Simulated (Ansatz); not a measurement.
# RuS3, from a guessed structure to a relaxed one

Starting from a made-up structure for RuS3, the aim is the relaxed cell, its shortest contacts and, where a second run follows, its electronic structure.

Method: DFT, PBE, plane-wave PAW, files of the set soft_1, scalar-relativistic, no spin, cell and ions relaxed at zero pressure; PAW set soft_1, in the first sound run; inputs show where later runs differ, in Ansatz 0.2.0.

## Step 1: Set-up

The structure is cubic, space group Pm-3m (No. 221). Conventional cell: a = 4.496 Å, b = 4.496 Å, c = 4.496 Å, α = 90.00°, β = 90.00°, γ = 90.00°. Ru has 6 S at 2.25 Å nearest. S has 2 Ru at 2.25 Å nearest. Farther neighbours and most contacts between anions are not listed.

## Step 2: Relaxation of the guess

The guess takes its coordinates from another compound and its volume from a rule, so the cell and any free coordinates are relaxed together.

The input, input.yaml:

```yaml
crystal:
  lattice:
    - [4.496, 0.0, 0.0]
    - [0.0, 4.496, 0.0]
    - [0.0, 0.0, 4.496]
  atoms:
    - { symbol: Ru, position: [0.0, 0.0, 0.0] }
    - { symbol: S, position: [0.5, 0.0, 0.0] }
    - { symbol: S, position: [0.0, 0.5, 0.0] }
    - { symbol: S, position: [0.0, 0.0, 0.5] }
kpoints:
  mp_grid: { grid: [6, 6, 6] }
scf:
  occupations: { method: fermi_dirac, width: 0.05 }
hamiltonian:
  xc: pbe
  pseudopotentials: { kind: paw, azcp: { folder: soft_1 } }
relax:
  f_tol: 0.015
  max_steps: 70
  cell: {}
output:
  forces: true
  stress: true
```

On the command line:

```
$ ansatz run input.yaml --threads 4 --pin off --max-ram 8192MiB --backend cpu --events-out ev --progress --plain --runs-dir out
```

Numbers of over 12 decimals in the logs are rounded to 6 here.

What it wrote:

```text
Engine: ansatz 0.2.0, aarch64-unknown-linux-gnu
Pseudopotentials: kind: paw
Pseudopotential: Ru, paw, valence charge 16, recommended cutoff 420 eV (normal), soft_1/Ru.paw.azcp
Pseudopotential: S, paw, valence charge 6, recommended cutoff 420 eV (normal), soft_1/S.paw.azcp
Functional definition: PBE
  parameter kappa = 0.804
  parameter beta = 0.066725
  exchange = pbe_x(kappa = kappa, mu = beta*pi^2/3)
  correlation = pbe_c(beta = beta)
Crystal: 4 atoms, lattice volume = 90.882 Å³
Basis set: ecut = 420 eV, 1791 PW (Γ), exchange–correlation on 64×64×64 points (8 copies of the dense FFT grid, shifted against one another)
Bands: 21, of which v1, the nominal top of the filled ones, is band 17 counted from 1 (16 counted from 0)
Symmetry: 48 space group operations
Space group: Pm-3m (ITA 221), of the structure as read, at distance tolerance 4.5e-5 Å
k-points: 20 of 216
Non-local potential: Ru, projectors of the file, l = 0: 3, l = 1: 2, l = 2: 2, l = 3: 1
Non-local potential: S, projectors of the file, l = 0: 2, l = 1: 2, l = 2: 1
PAW form: soft (Blöchl's): semilocal exchange-correlation on the pseudo side does not see the compensation charge
PAW one-centre angular grid: Ru, 590 points (default); XC on 64 Gauss nodes
PAW one-centre angular grid: S, 110 points (default); XC on 64 Gauss nodes
Initial density: superposition of atomic densities (chi_scale 0.1, normalization cell, long waves kept (reshape's long-wave potential 0.00 eV rms))
Initial wavefunctions: pseudopotential atomic-orbital guess
Functional: x = pbe(κ = 0.804, μ = 0.219515), c = pbe(β = 0.066725)
SCF iter   1: F=—  HF=-8583.018390 eV  |F-HF|=—  |Δ(HF+E_count)|=         —  Δρ=7.38e-2  dr2=7.50e0  ethr=3.10e-3  ⟨swp⟩=7.4  Hψ=5284  notcnv=0  defer=3
automatic band count: the SCF goes on with 25 bands, as 21 were too few: the levels above may hold too much charge
preconditioner: auto → LDOS  [metal: Δε(μ)=0.072 eV  Ē_g=10.387 eV  σ=0.050 eV  W_gap=0.32  n_scr=18 (ndim 8)  ℏωp=19.9 eV  f_vac=0.098  D(μ)=6.36/eV (n_scr^D=80)  β→1.0]
SCF iter   2: F=—  HF=-8582.246597 eV  |F-HF|=—  |Δ(HF+E_count)|=   7.72e-1  Δρ=2.25e-2  dr2=6.68e-1  ethr=3.10e-3  ⟨swp⟩=2.9  Hψ=1184  notcnv=0  defer=22
SCF iter   3: F=—  HF=-8582.227630 eV  |F-HF|=—  |Δ(HF+E_count)|=   1.90e-2  Δρ=2.05e-2  dr2=5.98e-1  ethr=1.96e-3  ⟨swp⟩=3.2  Hψ=941  notcnv=0  defer=22
SCF iter   4: F=—  HF=-8582.181461 eV  |F-HF|=—  |Δ(HF+E_count)|=   4.62e-2  Δρ=4.56e-3  dr2=2.58e-2  ethr=1.76e-3  ⟨swp⟩=2.0  Hψ=653  notcnv=0  defer=21
SCF iter   5: F=—  HF=-8582.180216 eV  |F-HF|=—  |Δ(HF+E_count)|=   1.25e-3  Δρ=8.27e-4  dr2=1.21e-3  ethr=7.59e-5  ⟨swp⟩=2.8  Hψ=903  notcnv=0  defer=21
SCF iter   6: F=—  HF=-8582.180198 eV  |F-HF|=—  |Δ(HF+E_count)|=   1.72e-5  Δρ=2.42e-4  dr2=5.64e-5  ethr=3.54e-6  ⟨swp⟩=2.1  Hψ=720  notcnv=0  defer=21
SCF iter   7: F=—  HF=-8582.180388 eV  |F-HF|=—  |Δ(HF+E_count)|=   1.90e-4  Δρ=5.79e-5  dr2=3.61e-6  ethr=1.66e-7  ⟨swp⟩=2.8  Hψ=770  notcnv=0  defer=21
SCF iter   8: F=-8582.180389 eV  HF=-8582.180389 eV  |F-HF|=1.56e-8  |Δ(HF+E_count)|=   1.50e-7  Δρ=5.51e-6  dr2=1.00e-8  ethr=2.94e-10  ⟨swp⟩=4.0  Hψ=2226  notcnv=0
SCF 1 converged in 8 iterations: F = -8582.180389 eV  dr2 = 1.00e-8
  greatest PAW one-centre occupation: 1.000 electrons in one spin orbital (limit 2), on the Ru atom at site 0 (counted from 0), in its partial waves of l = 0
relax step   1: F+E_penalty+E_count = -8582.18038853 eV  Δ(F+E_penalty+E_count) = +0.000e0 eV  max|allowed force component| = 2.143e-29 eV/Å  Δτ_max = 0.0000 Å  P = +8.779 GPa  Ω = 90.882 Å³  (8 SCF iters, dr2 threshold 1.00e-7 eV, accepted)
Crystal: 4 atoms, lattice volume = 98.560 Å³
Basis set: ecut = 420 eV, 1935 PW (Γ), exchange–correlation on 64×64×64 points (8 copies of the dense FFT grid, shifted against one another)
Bands: 25, of which v1, the nominal top of the filled ones, is band 17 counted from 1 (16 counted from 0)
Initial density: handed on by an earlier stage of this run
Initial wavefunctions: those handed on with the density
iter 1 solved again at ethr=1.99e-4 eV; its pass at ethr=3.10e-3 eV (dr2=6.76e-2 eV) is discarded
SCF iter   1: F=—  HF=-8582.407829 eV  |F-HF|=—  |Δ(HF+E_count)|=         —  Δρ=7.02e-3  dr2=7.18e-2  ethr=1.99e-4  ⟨swp⟩=2.4  Hψ=2966  notcnv=0
preconditioner: auto → LDOS  [metal: Δε(μ)=0.012 eV  Ē_g=9.843 eV  σ=0.050 eV  W_gap=0.06  n_scr=18 (ndim 8)  ℏωp=19.1 eV  f_vac=0.154  D(μ)=10.99/eV (n_scr^D=146)  β→1.0]
SCF iter   2: F=—  HF=-8582.400537 eV  |F-HF|=—  |Δ(HF+E_count)|=   7.29e-3  Δρ=1.65e-3  dr2=3.27e-3  ethr=1.99e-4  ⟨swp⟩=2.0  Hψ=598  notcnv=0
SCF iter   3: F=—  HF=-8582.400766 eV  |F-HF|=—  |Δ(HF+E_count)|=   2.29e-4  Δρ=1.30e-3  dr2=2.74e-3  ethr=9.62e-6  ⟨swp⟩=2.0  Hψ=806  notcnv=0
SCF iter   4: F=—  HF=-8582.400592 eV  |F-HF|=—  |Δ(HF+E_count)|=   1.74e-4  Δρ=2.27e-4  dr2=1.05e-4  ethr=8.05e-6  ⟨swp⟩=1.0  Hψ=500  notcnv=0
SCF iter   5: F=—  HF=-8582.400855 eV  |F-HF|=—  |Δ(HF+E_count)|=   2.63e-4  Δρ=6.75e-5  dr2=9.80e-6  ethr=3.08e-7  ⟨swp⟩=2.0  Hψ=699  notcnv=0
SCF iter   6: F=—  HF=-8582.400854 eV  |F-HF|=—  |Δ(HF+E_count)|=   8.94e-7  Δρ=2.17e-5  dr2=9.66e-7  ethr=2.88e-8  ⟨swp⟩=1.4  Hψ=594  notcnv=0
SCF iter   7: F=-8582.400854 eV  HF=-8582.400854 eV  |F-HF|=5.65e-9  |Δ(HF+E_count)|=   3.62e-8  Δρ=4.31e-6  dr2=1.51e-8  ethr=1.18e-9  ⟨swp⟩=4.9  Hψ=1617  notcnv=0
SCF 2 converged in 7 iterations: F = -8582.400854 eV  dr2 = 1.51e-8
relax step   2: F+E_penalty+E_count = -8582.40085378 eV  Δ(F+E_penalty+E_count) = -2.205e-1 eV  max|allowed force component| = 1.356e-30 eV/Å  Δτ_max = 0.0000 Å  P = +1.109 GPa  Ω = 98.560 Å³  energy of the carried Pulay correction = -3.027e-3 eV  (7 SCF iters, dr2 threshold 4.00e-7 eV, accepted)
Crystal: 4 atoms, lattice volume = 99.778 Å³
iter 1 solved again at ethr=4.23e-6 eV; its pass at ethr=3.10e-3 eV (dr2=1.44e-3 eV) is discarded
SCF iter   1: F=—  HF=-8582.405129 eV  |F-HF|=—  |Δ(HF+E_count)|=         —  Δρ=1.18e-3  dr2=2.15e-3  ethr=4.23e-6  ⟨swp⟩=2.0  Hψ=2843  notcnv=0
eigensolver tolerance schedule calibrated: the retry pair's looser diagonalisation under-reported the residual by θ = 0.33 (0.12/decade); ethr = c·dr2/N_el runs at the constant in force after the calibration composes with the one it found (an armed cap, an earlier calibration), c = 7.5e-2
preconditioner: auto → LDOS  [metal: Δε(μ)=0.014 eV  Ē_g=9.796 eV  σ=0.050 eV  W_gap=0.07  n_scr=18 (ndim 8)  ℏωp=19.0 eV  f_vac=0.153  D(μ)=10.90/eV (n_scr^D=146)  β→1.0]
SCF iter   2: F=—  HF=-8582.404944 eV  |F-HF|=—  |Δ(HF+E_count)|=   1.85e-4  Δρ=2.88e-4  dr2=1.23e-4  ethr=4.23e-6  ⟨swp⟩=1.0  Hψ=500  notcnv=0
SCF iter   3: F=—  HF=-8582.405212 eV  |F-HF|=—  |Δ(HF+E_count)|=   2.68e-4  Δρ=2.45e-4  dr2=9.72e-5  ethr=2.69e-7  ⟨swp⟩=2.6  Hψ=857  notcnv=0
SCF iter   4: F=—  HF=-8582.405206 eV  |F-HF|=—  |Δ(HF+E_count)|=   6.44e-6  Δρ=3.35e-5  dr2=2.37e-6  ethr=2.13e-7  ⟨swp⟩=1.0  Hψ=500  notcnv=0
SCF iter   5: F=-8582.405206 eV  HF=-8582.405206 eV  |F-HF|=1.99e-7  |Δ(HF+E_count)|=   7.25e-8  Δρ=1.04e-5  dr2=2.48e-7  ethr=8.77e-10  ⟨swp⟩=5.0  Hψ=1735  notcnv=0
SCF 3 converged in 5 iterations: F = -8582.405206 eV  dr2 = 2.48e-7
relax step   3: F+E_penalty+E_count = -8582.40520569 eV  Δ(F+E_penalty+E_count) = -4.352e-3 eV  max|allowed force component| = 3.533e-31 eV/Å  Δτ_max = 0.0000 Å  P = +0.167 GPa  Ω = 99.778 Å³  energy of the carried Pulay correction = -3.485e-3 eV  (5 SCF iters, dr2 threshold 4.00e-7 eV, accepted)
Crystal: 4 atoms, lattice volume = 99.997 Å³
iter 1 solved again at ethr=1.59e-7 eV; its pass at ethr=3.10e-3 eV (dr2=5.41e-5 eV) is discarded
SCF iter   1: F=—  HF=-8582.404979 eV  |F-HF|=—  |Δ(HF+E_count)|=         —  Δρ=2.21e-4  dr2=7.82e-5  ethr=1.59e-7  ⟨swp⟩=2.0  Hψ=2671  notcnv=0
preconditioner: auto → LDOS  [metal: Δε(μ)=0.012 eV  Ē_g=9.787 eV  σ=0.050 eV  W_gap=0.06  n_scr=18 (ndim 8)  ℏωp=18.9 eV  f_vac=0.152  D(μ)=10.87/eV (n_scr^D=146)  β→1.0]
SCF iter   2: F=—  HF=-8582.405241 eV  |F-HF|=—  |Δ(HF+E_count)|=   2.62e-4  Δρ=5.45e-5  dr2=4.66e-6  ethr=1.59e-7  ⟨swp⟩=1.0  Hψ=500  notcnv=0
SCF iter   3: F=—  HF=-8582.405241 eV  |F-HF|=—  |Δ(HF+E_count)|=   2.22e-9  Δρ=4.81e-5  dr2=3.82e-6  ethr=1.37e-8  ⟨swp⟩=2.4  Hψ=801  notcnv=0
SCF iter   4: F=—  HF=-8582.405241 eV  |F-HF|=—  |Δ(HF+E_count)|=   2.51e-7  Δρ=6.30e-6  dr2=8.35e-8  ethr=1.12e-8  ⟨swp⟩=1.0  Hψ=500  notcnv=0
SCF iter   5: F=-8582.405241 eV  HF=-8582.405241 eV  |F-HF|=3.26e-9  |Δ(HF+E_count)|=   3.86e-9  Δρ=1.29e-6  dr2=4.90e-9  ethr=2.05e-10  ⟨swp⟩=4.5  Hψ=1536  notcnv=0
SCF 4 converged in 5 iterations: F = -8582.405241 eV  dr2 = 4.90e-9
relax step   4: F+E_penalty+E_count = -8582.40524120 eV  Δ(F+E_penalty+E_count) = -3.550e-5 eV  max|allowed force component| = 3.123e-31 eV/Å  Δτ_max = 0.0000 Å  P = +0.004 GPa  Ω = 99.997 Å³  energy of the carried Pulay correction = -3.566e-3 eV  (5 SCF iters, dr2 threshold 6.98e-8 eV, accepted)
Initial wavefunctions: pseudopotential atomic-orbital guess (no wavefunctions were taken with the density)
iter 1 solved again at ethr=8.13e-7 eV; its pass at ethr=3.10e-3 eV (dr2=2.76e-4 eV) is discarded
SCF iter   1: F=—  HF=-8582.406128 eV  |F-HF|=—  |Δ(HF+E_count)|=         —  Δρ=3.46e-4  dr2=7.03e-6  ethr=8.13e-7  ⟨swp⟩=3.4  Hψ=4331  notcnv=0
preconditioner: auto → LDOS  [metal: Δε(μ)=0.011 eV  Ē_g=9.780 eV  σ=0.050 eV  W_gap=0.05  n_scr=18 (ndim 8)  ℏωp=18.9 eV  f_vac=0.152  D(μ)=10.85/eV (n_scr^D=146)  β→1.0]
SCF iter   2: F=—  HF=-8582.409373 eV  |F-HF|=—  |Δ(HF+E_count)|=   3.24e-3  Δρ=2.35e-5  dr2=1.01e-6  ethr=2.07e-8  ⟨swp⟩=3.0  Hψ=1025  notcnv=0
SCF iter   3: F=—  HF=-8582.409375 eV  |F-HF|=—  |Δ(HF+E_count)|=   2.13e-6  Δρ=1.14e-5  dr2=2.29e-7  ethr=2.98e-9  ⟨swp⟩=2.0  Hψ=654  notcnv=0
SCF iter   4: F=—  HF=-8582.409377 eV  |F-HF|=—  |Δ(HF+E_count)|=   1.72e-6  Δρ=3.28e-6  dr2=1.86e-8  ethr=6.74e-10  ⟨swp⟩=2.1  Hψ=674  notcnv=0
SCF iter   5: F=—  HF=-8582.409377 eV  |F-HF|=—  |Δ(HF+E_count)|=   3.44e-8  Δρ=1.61e-6  dr2=3.88e-9  ethr=5.48e-11  ⟨swp⟩=2.2  Hψ=709  notcnv=0
SCF iter   6: F=—  HF=-8582.409377 eV  |F-HF|=—  |Δ(HF+E_count)|=  1.91e-10  Δρ=3.65e-7  dr2=2.30e-10  ethr=1.14e-11  ⟨swp⟩=1.0  Hψ=500  notcnv=0
SCF iter   7: F=—  HF=-8582.409377 eV  |F-HF|=—  |Δ(HF+E_count)|=  1.56e-10  Δρ=1.69e-7  dr2=4.81e-11  ethr=1.00e-12  ⟨swp⟩=5.1  Hψ=1746  notcnv=0
SCF iter   8: F=-8582.409377 eV  HF=-8582.409377 eV  |F-HF|=5.46e-12  |Δ(HF+E_count)|=  5.46e-12  Δρ=2.98e-8  dr2=1.55e-12  ethr=1.00e-12  ⟨swp⟩=4.0  Hψ=1450  notcnv=0
SCF 5 converged in 8 iterations: F = -8582.409377 eV  dr2 = 1.55e-12
relax step   5: F+E_penalty+E_count = -8582.40937718 eV  Δ(F+E_penalty+E_count) = -4.136e-3 eV  max|allowed force component| = 3.780e-31 eV/Å  Δτ_max = 0.0000 Å  P = +0.028 GPa  Ω = 99.997 Å³  stress off target by 2.85e-2 GPa  SCF on the basis re-selected at this cell (its energy is not comparable with the rows above)  (8 SCF iters)
basis re-selected at this cell: Δ(F+E_penalty+E_count) = -4.136e-3 eV, ΔP = +0.024 GPa vs the last step (what re-selecting the basis moved, of the pressure what is left beyond the Pulay correction that the steps carried, after the strain that the cell walked since its last selection, with what the two solves' SCF thresholds leave and, on support functions, any second-order correction that the steps lacked; it is no m [...]
SCF converged after 8 iterations
Free energy (F): -8582.409377 eV
Harris-Foulkes:  -8582.409377 eV  (|F-HF|=5.46e-12)
Internal energy: -8582.323561 eV  (E = F + TS)
E sigma→0 (E₀):  -8582.366469 eV
Entropy (-TS):   -0.085817 eV (-21.454 meV/atom)
Fermi energy:    4.944132 eV
--- Per-component energies (eV) ---
  E_band       = -374.373745
  E_kinetic    = 771.664961
  E_local      = -3566.664077  (includes V_loc(G=0)·N_el)
  E_nonlocal   = 516.321048
  E_hartree    = 1337.781123
  E_xc         = -431.486119
  E_vxc        = -456.023400  (∫ρ·V_xc dr)
  E_paw        = -5327.041716  (= ΣΔE_a)
  E_vpaw       = -315.235250  (= ΣTr[D̂ρ^β])
  E_aug_tail   = 0.000642  (compensation charges beyond the density's cutoff)
  E_ewald      = -1882.899423
  E_smearing   = -0.085817  (= −TS)
  E_closure    = 0.000000  (closes the sum)
  Σ components = -8582.409377   (vs F -8582.409377, Δ=0.00e0)
--- Forces (eV/Å), atoms counted from 1 ---
  atom   1  Ru     0.00000000     0.00000000     0.00000000
  atom   2  S      0.00000000     0.00000000     0.00000000
  atom   3  S     -0.00000000     0.00000000    -0.00000000
  atom   4  S     -0.00000000    -0.00000000    -0.00000000
  max |Σ_I F_I| component: 5.92e-31 eV/Å
--- Stress (GPa, compression-positive) ---
        0.028489      -0.000000       0.000000
       -0.000000       0.028489      -0.000000
        0.000000      -0.000000       0.028489
  P = ⅓ Tr σ = 0.0285 GPa (0.285 kbar)
--- Relaxed structure (4 steps of the walk, 4 accepted, 1 SCFs on fresh bases) ---
  F+E_penalty+E_count = -8582.40937718 eV   max|allowed force component| = 3.780e-31 eV/Å   (the final SCF, on the basis selected at the relaxed cell)
  cell:  # Å, volume = 99.9972 Å³
    - [4.641545, 0, 0]
    - [0, 4.641545, 0.0]
    - [0, 0.0, 4.641545]
  atoms:
    - { symbol: Ru, position: [0, 0, 0] }
    - { symbol: S, position: [0.5, 0, 0] }
    - { symbol: S, position: [0, 0.5, 0] }
    - { symbol: S, position: [0, 0, 0.5] }
```

Wall time 2.7 s (4 threads of Arm Neoverse V2, shared host); peak memory 0.39 GiB; 9.3 s of CPU time.

Relaxation path:

```
step  energy less that of the first step (eV)  largest force component (eV/Å)  pressure (GPa)  volume (Å³)
   1                                   0.0000                          0.0000            8.78        90.88
   2                                  -0.2205                          0.0000            1.11        98.56
   3                                  -0.2248                          0.0000            0.17        99.78
   4                                  -0.2249                          0.0000            0.00       100.00
  5*                                  -0.2290                          0.0000            0.03       100.00
```

Relaxation steps marked * repeat the geometry before them on a plane-wave basis chosen anew for their cell, so energy and pressure can jump there.

Forces are held to the 48 operations that the run works with; a distortion that breaks them can't arise in this run.

```csv
"conventional cell, symmetrised",before,after,change
a (Å),4.496,4.642,+3.2 %
b (Å),4.496,4.642,+3.2 %
c (Å),4.496,4.642,+3.2 %
volume (Å³/atom),22.72,25.00,+10.0 %
```

Numbers from this step:

```
free energy             : -8582.4094 eV
energy at zero smearing : -8582.3665 eV
smearing term TS        : 0.08582 eV
Fermi energy            : 4.944 eV
electrons               : 34
symmetry operations     : 48
pressure                : 0.02849 GPa
```

The shortest distance of each pair, which need not be the same contact before and after:

```
 pair  guess (Å)  relaxed (Å)
 Ru–S      2.248        2.321
  S–S      3.179        3.282
Ru–Ru      4.496        4.642
```

The relaxation ends with a pressure of 0.03 GPa.

(Continued in part 2 of 2.)

[Logs are printed without paths, hosts, clocks, repeated set-up lines and the standing remarks that a program may print on its own settings, such as how far it seeks lower states.]

[Hosts, paths, dates, database ids (printed as entryN), source tags and the programs' standing remarks are cut or masked in the printed files.]
